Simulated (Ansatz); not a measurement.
# Lattice dynamics of Li3LaIn2 (built on the sites of a database entry of Li3LaBi2), part 2 of 2

Wanted: vibrations and spectra of Li3LaIn2 (built on the sites of a database entry of Li3LaBi2); the cell is already relaxed. After the zone centre comes a 3×3×2 q mesh on a 9×9×6 k mesh.

Ansatz 0.2.0; DFT PBEsol, scalar-relativistic, plane waves, PAW.

So far. Step 2 (Zone-centre response): Before it was imposed, the acoustic sum rule was missed by 4.5e-5 eV/Å². Small misses are needed for a sound result but don't prove that mesh and cutoff are converged. The lowest optical mode is real, 61.5 cm⁻¹.

The structure was built from a prototype and need not be the compound's stable phase.

## Step 3: The dispersion (continued)

Interpolated from a 3×3×2 q mesh. Phonon branches along the path, in cm⁻¹:

```tsv
point	branch 1	branch 2	branch 3	branch 4	branch 15	branch 16	branch 17	branch 18
Γ	0	0	0	62	304	305	308	308
halfway	2	36	43	67	305	308	316	317
M	17	40	60	61	294	307	322	324
halfway	23	40	59	65	296	301	315	329
K	33	33	59	78	300	300	301	333
halfway	12	40	43	66	300	312	312	321
Γ	0	0	0	62	304	305	308	308
halfway	16	16	33	58	303	303	312	312
A	22	22	40	57	303	303	315	315
halfway	-5	31	36	64	306	307	313	316
L	-36	35	50	61	293	310	317	318
halfway	-33	22	58	62	296	304	314	323
H	-21	-21	57	76	303	303	305	325
halfway	-11	24	44	65	299	312	313	317
A	22	22	40	57	303	303	315	315
jump to L	-36	35	50	61	293	310	317	318
halfway	-15	43	45	64	294	308	320	321
M	17	40	60	61	294	307	322	324
jump to H	-21	-21	57	76	303	303	305	325
halfway	18	18	57	78	302	302	303	329
K	33	33	59	78	300	300	301	333
```

Tetrahedra on a 15×15×10 mesh, mean over bins of 5 cm-1. Interpolated from a 3×3×2 q mesh. The phonon density of states by wavenumber; read off at these points:

```tsv
wavenumber (cm⁻¹)	phonon density of states (1/cm⁻¹/cell)
-38	2.6e-4
-18	0.0117
-2	0.0113
18	0.0415
32	0.0562
52	0.0332
68	0.0708
88	0.0935
102	0.00963
112	0.139
122	0.208
138	0
158	0
172	0
192	0.141
198	0.188
208	0
228	0.00211
242	0.128
262	0.00953
278	0.0103
298	0.122
308	0.158
312	0.153
332	0.00606
```

The partial phonon density of states has structure finer than the step of the table below, so its rows give means over 10 cm⁻¹, whole bins alone (the curve runs from -44.7 to 352 cm⁻¹). Peaks (cm⁻¹: height): In 37.7: 0.0572, 75.2: 0.105, 122.6: 0.0617; La 60.2: 0.0218, 122.6: 0.113; Li 195.1: 0.175, 242.6: 0.113, 282.5: 0.0743, 310.0: 0.155.

Phonopy on the run's constants, 13x13x9 mesh, Gaussian sigma 2.8 cm-1. Interpolated from a 3×3×2 q mesh. Table of partial phonon density of states by wavenumber; means over each step; values in 1/cm⁻¹/cell:

```tsv
wavenumber (cm⁻¹)	In	La	Li
-30	0.00862	0.00274	5.3e-4
-20	0.0106	0.00333	6.3e-4
-10	0.00744	0.00274	4.4e-4
0	0.00388	0.00171	2.5e-4
10	0.0167	0.00687	1.0e-3
20	0.0318	0.0131	0.00172
30	0.0401	0.0134	0.00187
40	0.0495	0.0160	0.00168
50	0.0268	0.0105	7.8e-4
60	0.0582	0.0185	0.00192
70	0.0770	0.00911	0.00272
80	0.0885	0.00496	0.00255
90	0.0554	0.00206	8.2e-4
100	0.00514	0.00596	3.8e-4
110	0.0299	0.0546	0.00261
120	0.0526	0.0957	0.00265
130	0.0185	0.0327	6.1e-4
140	3.4e-5	5.7e-5	2.0e-7
150	0	0	0
160	0	0	0
170	0	0	0
180	1.7e-4	1.0e-4	0.00523
190	0.00289	0.00117	0.105
200	0.00201	5.0e-4	0.0821
210	1.5e-5	1.8e-6	5.0e-4
220	1.3e-5	6.1e-6	1.9e-4
230	6.5e-4	1.6e-4	0.0123
240	0.00383	4.6e-4	0.0911
250	0.00209	4.4e-4	0.0642
260	5.2e-4	2.2e-4	0.0219
270	2.6e-5	1.0e-5	0.00193
280	3.7e-4	1.6e-4	0.0482
290	4.3e-4	2.2e-4	0.0560
300	0.00129	2.8e-4	0.111
310	0.00237	4.1e-4	0.150
320	0.00127	5.9e-4	0.102
330	2.0e-4	3.3e-4	0.0234
340	2.5e-6	8.7e-6	5.1e-4
```

Symmetry leaves 6 wavevectors to solve. The lowest mode among them, the acoustic zeros apart, lies at q = (0, 0.333, -0.5) and is imaginary, 25.1i cm⁻¹, so the energy falls along it. Between them the interpolated path dips to 36i cm⁻¹.

## Step 4: Isotope substitution, element In, natural mass 114.818 amu

An isotope changes the mass and not the force constants, so no new electronic calculation is needed; the shifts show which modes move this element.

The same force constants with the mass of In changed from 114.818 to 112.904 u (phonopy, no LO-TO term). Both lists are sorted by frequency; levels can cross, so a row need not hold one and the same mode. Modes under 3 cm⁻¹ are left out. Isotope shifts, by row, the first 40 of 60 rows:

```tsv
q	rank	natural mass (cm⁻¹)	changed mass (cm⁻¹)
0 0 0	4	61.52	62.03
0 0 0	5	73.63	74.24
0 0 0	6	73.63	74.24
0 0 0	7	105.4	105.7
0 0 0	8	127.7	128.1
0 0 0	9	127.7	128.1
0 0 0	10	197.6	197.6
0 0 0	11	197.6	197.6
0 0 0	12	240.5	240.5
0 0 0	13	242.6	242.7
0 0 0	14	304.3	304.4
0 0 0	15	304.3	304.4
0 0 0	16	305.3	305.3
0 0 0	17	307.9	307.9
0 0 0	18	307.9	307.9
0 0 -0.5	1	22.45	22.56
0 0 -0.5	2	22.45	22.56
0 0 -0.5	3	40.33	40.63
0 0 -0.5	4	57.17	57.63
0 0 -0.5	5	73.45	74.04
0 0 -0.5	6	73.45	74.04
0 0 -0.5	7	96.69	96.74
0 0 -0.5	8	127	127.5
0 0 -0.5	9	127	127.5
0 0 -0.5	10	200.1	200.1
0 0 -0.5	11	200.1	200.1
0 0 -0.5	12	226.4	226.5
0 0 -0.5	13	236.2	236.3
0 0 -0.5	14	301	301
0 0 -0.5	15	303.4	303.4
0 0 -0.5	16	303.4	303.4
0 0 -0.5	17	315.3	315.4
0 0 -0.5	18	315.3	315.4
0 0.3333 0	1	18.36	18.46
0 0.3333 0	2	39.52	39.74
0 0.3333 0	3	43.07	43.34
0 0.3333 0	4	69.49	69.99
0 0.3333 0	5	78.64	79.26
0 0.3333 0	6	84.05	84.64
0 0.3333 0	7	113	113.4
```

A mode of this element alone would shift by +0.84 %. The highest zone-centre frequency without the field goes from 307.9 to 307.9 cm⁻¹ (+0.0 %). The product of the frequency ratios over all optical modes at Γ is 1.036; the product rule, (m/m′)^(3k/2) (M′/M)^(3/2) with k = 2 such atoms and M the mass of the cell, gives 1.036.

## Step 5: Isotope substitution, element Li, natural mass 6.94 amu

The same for Li, from 6.94 to 6.02 u.

A mode of this element alone would shift by +7.41 %. The highest zone-centre frequency without the field goes from 307.9 to 330.2 cm⁻¹ (+7.3 %). The product of the frequency ratios over all optical modes at Γ is 1.883; the product rule, (m/m′)^(3k/2) (M′/M)^(3/2) with k = 3 such atoms and M the mass of the cell, gives 1.883.

## Step 6: Summary of results

```
space group (within 0.01 Å)                             : P-3m1
volume per atom                                         : 22.9 Å³
electronic character                                    : no gap on this mesh
highest optical mode at the zone centre (no LO-TO term) : 308 cm⁻¹
lowest optical zone-centre mode                         : 61.5 cm⁻¹
lowest mode on the q mesh (acoustic modes at Γ apart)   : -25.1 cm⁻¹
highest frequency on the path or at a solved wavevector : 333 cm⁻¹
imaginary modes on the 3×3×2 q mesh                     : yes
```

**Reading.** Modes are clearly imaginary (beyond 10i cm⁻¹) at 2 of the 6 irreducible wavevectors, most at q = (0, 0.333, -0.5) (25.1i cm⁻¹), so this structure is not a minimum of the energy. The optical modes at Γ span 62 to 308 cm⁻¹. The highest mode in this list at Γ, 307.9 cm⁻¹, is mostly motion of Li (98 % of the kinetic energy). With no gap, or one that is small against the smearing, the frequencies hang on the k mesh and the smearing, most of all near Kohn anomalies. Spin-orbit coupling is left out, which can matter for the heavy elements here. A phonon run warned that its eigensolver left some bands unconverged in a pass. The starting cell was built on a prototype and not taken from a measurement, so the phase need not exist. These are harmonic frequencies at zero temperature: anharmonic shifts, linewidths and thermal expansion are left out.

[Logs are printed without paths, hosts, clocks, repeated set-up lines and the standing remarks that a program may print on its own settings, such as how far it seeks lower states.]

[Hosts, paths, dates, database ids (printed as entryN), source tags and the programs' standing remarks are cut or masked in the printed files.]
